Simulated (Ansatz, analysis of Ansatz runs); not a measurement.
# Reproducing a measured charge-transition level: interstitial Mn in Si

How near does this set-up come to the measured charge-transition level? Subject: interstitial Mn in Si. Set-up: PBE, 32-site cell, PBE lattice, 420 eV, k: the single point 1/4 1/4 1/4 then 2x2x2 shifted 0.5 0.5 0.5, SCF cut short. The model is a cell of 32 host atoms with 1 Mn put in. The level is the Fermi energy at which two charge states have equal formation energy, after a correction for the images of the charge.

Measured beforehand: (+1/0) level below the conduction-band bottom: 0.42 eV, by DLTS (quoted in “Electronic structure of transition-atom impurities in semiconductors: Substitutional 3d impurities in silicon”, 1983, A. Zunger and U. Lindefelt, quoting earlier work (1981)).

Method: plane-wave PAW DFT, PBE; relaxation of all atoms of a defect supercell, in Ansatz 0.2.0.

## Step 1: The starting structure

The cell holds 33 atoms: 32 Si and 1 Mn. Its edges and angles: a = 9.474 Å, b = 9.474 Å, c = 9.474 Å, α = 109.5°, β = 109.5°, γ = 109.5°. It derives from Si (space group Fd-3m). Nearest the centre at fractional (0.250, 0.250, 0.250): Mn33 at 0.00 Å, Si6 at 2.37 Å, Si5 at 2.37 Å, Si2 at 2.37 Å, Si11 at 2.37 Å, Si21 at 2.73 Å, Si18 at 2.73 Å, Si17 at 2.73 Å. The cell carries charge +1.

The host's primitive cell comes from a first run (plane-wave PAW DFT, PBE; relaxation of the host's cell and atoms): vectors of 3.868, 3.868 and 3.868 Å. That is 20.46 Å³ an atom, 2.2 % over the diffraction cell's volume. The supercell is built on it.

## Step 2: Relaxation, charge +1

Every later number rests on the structure around the defect, so the atoms are relaxed at the host's lattice first.

relax0/input.yaml

```yaml
relax:
  f_tol: 0.02
  max_steps: 80
  random_displacement: { amplitude: 0.02, seed: 152 }
crystal:
  lattice:
    - [-5.46978324, 5.46978324, 5.46978324]
    - [5.46978324, -5.46978324, 5.46978324]
    - [5.46978324, 5.46978324, -5.46978324]
  atoms:
    - { symbol: Si, position: [0.0, 0.0, 0.5] }
    - { symbol: Si, position: [0.0, 0.25, 0.25] }
    - { symbol: Si, position: [0.0, 0.5, 0.0] }
    - { symbol: Si, position: [0.0, 0.75, 0.75] }
    - { symbol: Si, position: [0.25, 0.0, 0.25] }
    - { symbol: Si, position: [0.25, 0.25, 0.0] }
    - { symbol: Si, position: [0.25, 0.5, 0.75] }
    - { symbol: Si, position: [0.25, 0.75, 0.5] }
    - { symbol: Si, position: [0.5, 0.0, 0.0] }
    - { symbol: Si, position: [0.5, 0.25, 0.75] }
    - { symbol: Si, position: [0.5, 0.5, 0.5] }
    - { symbol: Si, position: [0.5, 0.75, 0.25] }
    - { symbol: Si, position: [0.75, 0.0, 0.75] }
    - { symbol: Si, position: [0.75, 0.25, 0.5] }
    - { symbol: Si, position: [0.75, 0.5, 0.25] }
    - { symbol: Si, position: [0.75, 0.75, 0.0] }
    - { symbol: Si, position: [0.0, 0.0, 0.25] }
    - { symbol: Si, position: [0.0, 0.25, 0.0] }
    - { symbol: Si, position: [0.0, 0.5, 0.75] }
    - { symbol: Si, position: [0.0, 0.75, 0.5] }
    - { symbol: Si, position: [0.25, 0.0, 0.0] }
    - { symbol: Si, position: [0.25, 0.25, 0.75] }
    - { symbol: Si, position: [0.25, 0.5, 0.5] }
    - { symbol: Si, position: [0.25, 0.75, 0.25] }
    - { symbol: Si, position: [0.5, 0.0, 0.75] }
    - { symbol: Si, position: [0.5, 0.25, 0.5] }
    - { symbol: Si, position: [0.5, 0.5, 0.25] }
    - { symbol: Si, position: [0.5, 0.75, 0.0] }
    - { symbol: Si, position: [0.75, 0.0, 0.5] }
    - { symbol: Si, position: [0.75, 0.25, 0.25] }
    - { symbol: Si, position: [0.75, 0.5, 0.0] }
    - { symbol: Si, position: [0.75, 0.75, 0.75] }
    - { symbol: Mn, position: [0.25, 0.25, 0.25], spin: 4.0 }
  host:
    repeats: [1, 1, 1]
    atoms:
      - { symbol: Si, position: [0.0, 0.0, 0.5] }
      - { symbol: Si, position: [0.0, 0.25, 0.25] }
      # ... 30 more atoms of the perfect host
total_charge: 1
basis:
  ecutwfc: 420
  xc_grid: 2
hamiltonian:
  xc: pbe
kpoints:
  mp_grid: { grid: [1, 1, 1], shift: [0.25, 0.25, 0.25] }
magnetization:
  spin_polarized: true
  initial_magnetization: 4
  spin_locking: { lock_magnetization: hard }
scf:
  occupations: { method: fermi_dirac, width: 0.01 }
  max_iter: 3
output:
  forces: true
  charged_corrections:
    epsilon: 12.98
    static_epsilon: 12.98
    defect_position: [0.25, 0.25, 0.25]
checkpoint:
  write: "../relax0.run"
  compress: false
  write_wavefunctions: true
  write_every: 100000
```

The run is started by

```sh
> ansatz run input.yaml --threads 2 --pin off --max-ram 4710MiB --backend cpu --events-out ev --progress --plain --runs-dir out
```

Numbers of over 12 decimals in the logs are rounded to 6 here.

The log of the run:

```text
[... repeated set-up lines and file paths are left out, and long positions are rounded to six places ...]
Engine: ansatz 0.2.0, aarch64-unknown-linux-gnu
Pseudopotentials: kind: paw
Pseudopotential: Si, paw, valence charge 4, recommended cutoff 420 eV (normal), Si.paw.azcp
Pseudopotential: Mn, paw, valence charge 15, recommended cutoff 420 eV (normal), Mn.paw.azcp
Functional definition: PBE
  parameter kappa = 0.804
  parameter beta = 0.066725
  exchange = pbe_x(kappa = kappa, mu = beta*pi^2/3)
  correlation = pbe_c(beta = beta)
Crystal: 33 atoms, lattice volume = 654.591 Å³
Basis set: ecut = 420 eV, 12839 PW (Γ), exchange–correlation on 128×128×128 points (8 copies of the dense FFT grid, shifted against one another)
Bands: 106, of which v1, the nominal top of the filled ones, is band 71 counted from 1 (70 counted from 0)
Symmetry: 1 space group operations
k-points: 1
Non-local potential: Si, projectors of the file, l = 0: 2, l = 1: 2, l = 2: 2
Non-local potential: Mn, projectors of the file, l = 0: 3, l = 1: 2, l = 2: 3, l = 3: 1
PAW form: soft (Blöchl's): semilocal exchange-correlation on the pseudo side does not see the compensation charge
PAW one-centre angular grid: Si, 110 points (default); XC on 64 Gauss nodes
PAW one-centre angular grid: Mn, 590 points (default); XC on 64 Gauss nodes
Initial density: superposition of atomic densities (chi_scale 0.1, normalization cell)
Starting moments: Σ|m| = 4 μB on 1 of 33 sites
Initial wavefunctions: pseudopotential atomic-orbital guess
Functional: x = pbe(κ = 0.804, μ = 0.219515), c = pbe(β = 0.066725)
SCF iter   1: F=—  HF=-24248.029908 eV  |F-HF|=—  |Δ(HF+E_count)|=         —  Δρ=2.58e-2 (↑2.42e-2 ↓2.58e-2)  dr2=1.85e1  dr2_m=7.90e-2  M=4.000 μB ∫|m|=4.243 μB  β_m=0.30  ethr=3.10e-3  ⟨swp⟩=1.0  Hψ=1150  notcnv=0
preconditioner: auto → Resta (q_TF=auto, 2.115 Å⁻¹)  ε∞=5.5  [insulator: Δε(μ)=1.252 eV  Ē_g=7.895 eV  σ=0.010 eV  W_gap=0.52  n_scr=86 (ndim 8)  ℏωp=16.8 eV  f_vac=0.000  D(μ)=61.15/eV (n_scr^D=766)  ε∞_Penn≈5.5]
spin=Collinear: Resta preconditioning applied to the charge; magnetization (m = ρ↑ − ρ↓) channel mixes plain (no charge-response kernel on spin).
SCF iter   2: F=—  HF=-24247.924301 eV  |F-HF|=—  |Δ(HF+E_count)|=   1.06e-1  Δρ=1.84e-2 (↑1.78e-2 ↓1.84e-2)  dr2=8.67e0  dr2_m=1.47e-1  M=4.000 μB ∫|m|=4.295 μB  β_m=0.60  ethr=3.10e-3  ⟨swp⟩=1.0  Hψ=526  notcnv=0
SCF iter   3: F=—  HF=-24247.144434 eV  |F-HF|=—  |Δ(HF+E_count)|=   7.80e-1  Δρ=1.18e-2 (↑1.12e-2 ↓1.18e-2)  dr2=3.61e0  dr2_m=1.42e-2  M=4.000 μB ∫|m|=4.346 μB  β_m=0.52  ethr=3.10e-3  ⟨swp⟩=1.0  Hψ=616  notcnv=0
Error: did not converge after 3 iterations: dr2 = 3.61e0 (threshold 1.00e-5), under the density mixer `msr1`, which `scf.mixing.algorithm: auto` chose by the deck's other keys (type `scf.mixing.algorithm: msr1` to keep it); [...]
```

The job ended after 6.3 s (2 threads of Arm Neoverse V2, shared host; peak memory 1 GiB).

Reading the cycles: dr2 is the Hartree energy of the density residual (eV), the measure of convergence; HF is the Harris–Foulkes estimate of the energy, which meets the free energy F at convergence.

The run stopped without converging, so none of its numbers is a property of the system.

The program's message: “Error: did not converge after 3 iterations: dr2 = 3.61e0 (threshold 1.00e-5), under the density mixer `msr1`, which `scf.mixing.algorithm: auto` chose by the deck's other keys (type `scf.mixing.algori …”

## Step 3: Outcome

The charge-transition level was not obtained, because the step “relaxation, charge +1” did not converge; the cause lies in the set-up: too few SCF iterations.

[Logs are printed without paths, hosts, clocks, repeated set-up lines and the standing remarks that a program may print on its own settings, such as how far it seeks lower states.]

[Hosts, paths, dates, database ids (printed as entryN), source tags and the programs' standing remarks are cut or masked in the printed files.]

[For some hosts the program warned that the k-mesh of the response run may be too coarse for force constants and the static dielectric constant; such warnings are not shown here.]
